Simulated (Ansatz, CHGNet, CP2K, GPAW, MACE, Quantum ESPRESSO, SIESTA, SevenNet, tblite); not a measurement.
# Which run comes nearest? Ge(100) slab, H on both faces (90 atoms)

The cell holds 90 atoms: 54 Ge and 36 H. Its edges and angles: a = 12.002 Å, b = 12.002 Å, c = 20.839 Å, α = 90.0°, β = 90.0°, γ = 90.0°. It derives from Ge (diamond-structure). Diamond-structure Ge (a = 5.658 Å), (100) slab of 6 atomic planes, 3 x 3 surface cells, H on the broken bonds of both faces, 12 Å of vacuum; displaced by a Gaussian of 0.02 Å. Then every atom was moved at random, 0.03 Å r.m.s. a Cartesian component (hydrogen 0.6 of that). Regions: slab, 54 atoms (54 Ge); hydrogen, 36 atoms (36 H). Vacuum lies along c.

Geometry: as built.

The reference, a calculation:

| Property | Result |
| --- | --- |
| method | Kohn-Sham DFT, PBE, PAW, plane waves (Ansatz 0.2.0); cutoff 420 eV, Γ point, fermi-dirac smearing of 0.05 eV; PAW set soft_2 |
| r.m.s. force component | 0.5689 eV/Å |
| longest force | 3.348 eV/Å |
| gap (highest filled to lowest empty level) | 1.208 eV |
| SCF cycles | 10 |
| time | 24 s on 8 threads of Arm Neoverse V2, shared host |
| CPU time | 3 min |

**Question.** The same geometry is run in other programs. How far does each lie from the reference, and what does it cost?
- CP2K RPBE, PBE potentials, DZVP-UZH, 450/50 Ry, OT DIIS (CP2K 2026.2; 4 MPI ranks)
- SIESTA PBE, SZ, shift 0.01 Ry, mesh 300 Ry (SIESTA 5.4.2; 1 thread)
- CP2K GFN1-xTB, OT DIIS (CP2K 2026.2; 1 thread)
- SevenNet 0 potential (SevenNet 0; 1 thread)
- GPAW PBE, LCAO dzp, h 0.15 Å (GPAW 26.7.0; 1 thread)
- CP2K PBE, SZV-MOLOPT-SR, 450/50 Ry, TRS4 filter 1e-05, SCF 1e-06 (CP2K 2026.2; 1 thread)
- MACE MP-0b3 medium potential (MACE MP-0b3 medium; 1 thread)
- QE PBE, sssp-1.3.0-efficiency, 45/360 Ry (Quantum ESPRESSO 7.5; 4 MPI ranks)
- GPAW PBE, LCAO sz(dzp), h 0.2 Å (GPAW 26.7.0; 1 thread)
- CP2K PBE, SZV-MOLOPT-SR, 450/50 Ry, OT DIIS (CP2K 2026.2; 1 thread)

Differences are against the plane-wave reference, forces as r.m.s. over components; share is that over the reference's r.m.s. force, slope the least-squares factor from reference forces to these. Total energies of different programs have different zeros and aren't compared.

| run | Δ force, r.m.s. (meV/Å) | share (%) | slope | Δ gap (eV) | cores | CPU time | memory (GiB) |
| --- | --- | --- | --- | --- | --- | --- | --- |
| reference | - | - | - | - | 8 | 3 min | 3.9 |
| CP2K RPBE, PBE potentials, DZVP-UZH, 450/50 Ry, OT DIIS | 60.1 | 10.6 | 0.975 | 0.0642 | 4 | 8.9 min | 3.8 |
| SIESTA PBE, SZ, shift 0.01 Ry, mesh 300 Ry (coarse) | 690 | 121 | 1.475 | 0.390 | 1 | 65 s | 0.88 |
| CP2K GFN1-xTB, OT DIIS | 411 | 72.3 | 0.834 | - | 1 | 5.9 s | 0.61 |
| SevenNet 0 potential | 279 | 49.1 | 0.840 | - | 1 | 5.8 s | 0.81 |
| GPAW PBE, LCAO dzp, h 0.15 Å | 164 | 28.9 | 1.125 | 0.106 | 1 | 3.5 min | 3.9 |
| CP2K PBE, SZV-MOLOPT-SR, 450/50 Ry, TRS4 filter 1e-05, SCF 1e-06 (coarse) | 382 | 67.1 | 1.161 | - | 1 | 50 s | 2.4 |
| MACE MP-0b3 medium potential | 133 | 23.3 | 0.823 | - | 1 | 6.5 s | 0.87 |
| QE PBE, sssp-1.3.0-efficiency, 45/360 Ry | 6.70 | 1.18 | 0.998 | 0.0013 | 4 | 23 min | 8.0 |
| GPAW PBE, LCAO sz(dzp), h 0.2 Å (coarse) | 678 | 119 | 1.425 | 0.122 | 1 | 39 s | 1.4 |
| CP2K PBE, SZV-MOLOPT-SR, 450/50 Ry, OT DIIS (coarse) | 367 | 64.5 | 1.166 | 1.17 | 1 | 3.9 min | 2.4 |

Rows marked coarse were listed beforehand as settings not expected to be converged; some can still land near the reference.

Times of the machine-learned potentials are mostly Python's start and the loading of weights.

CPU time is summed over cores on a shared host, where runs went side by side, so it is rough. Symmetry, cutoffs, thresholds, outputs and thread counts weren't matched or tuned between programs; memory under MPI is the largest rank's times the ranks.

PBE on plane waves or a grid with other potentials, cutoffs or grids, coarse settings apart, differs from the reference by 1.2 % (QE PBE, sssp-1.3.0-efficiency, 45/360 Ry) of the r.m.s. force; this holds the reference's own error, so differences of a few per cent don't tell which side is nearer the exact PBE result (QE's 45 Ry are 612 eV, against the reference's 420 eV). The PBE run in local orbitals, coarse settings apart, differs by 29 % (GPAW PBE, LCAO dzp, h 0.15 Å); basis, grid and potentials can all enter. Tight binding differs by 72 % (CP2K GFN1-xTB, OT DIIS); it is another model, with fitted parameters of its own, and the xTB methods hold dispersion. Machine-learned potentials differ by 23 % (MACE MP-0b3 medium potential) to 49 % (SevenNet 0 potential); they were trained on other programs' data. Among those trained on PBE data the slope goes as low as 0.82, which softening far from their training structures can give, though the reference's k-sampling is untested too. Periodic xTB results under one method name differ between programs and library versions. Machine-learned potentials mimic data converged in k, so the reference's own k-point error enters their differences. The electronic-structure runs sample only Γ, in a cell whose shortest periodic width is 12 Å.

[Hosts, paths, dates, database ids (printed as entryN), source tags and the programs' standing remarks are cut or masked in the printed files.]
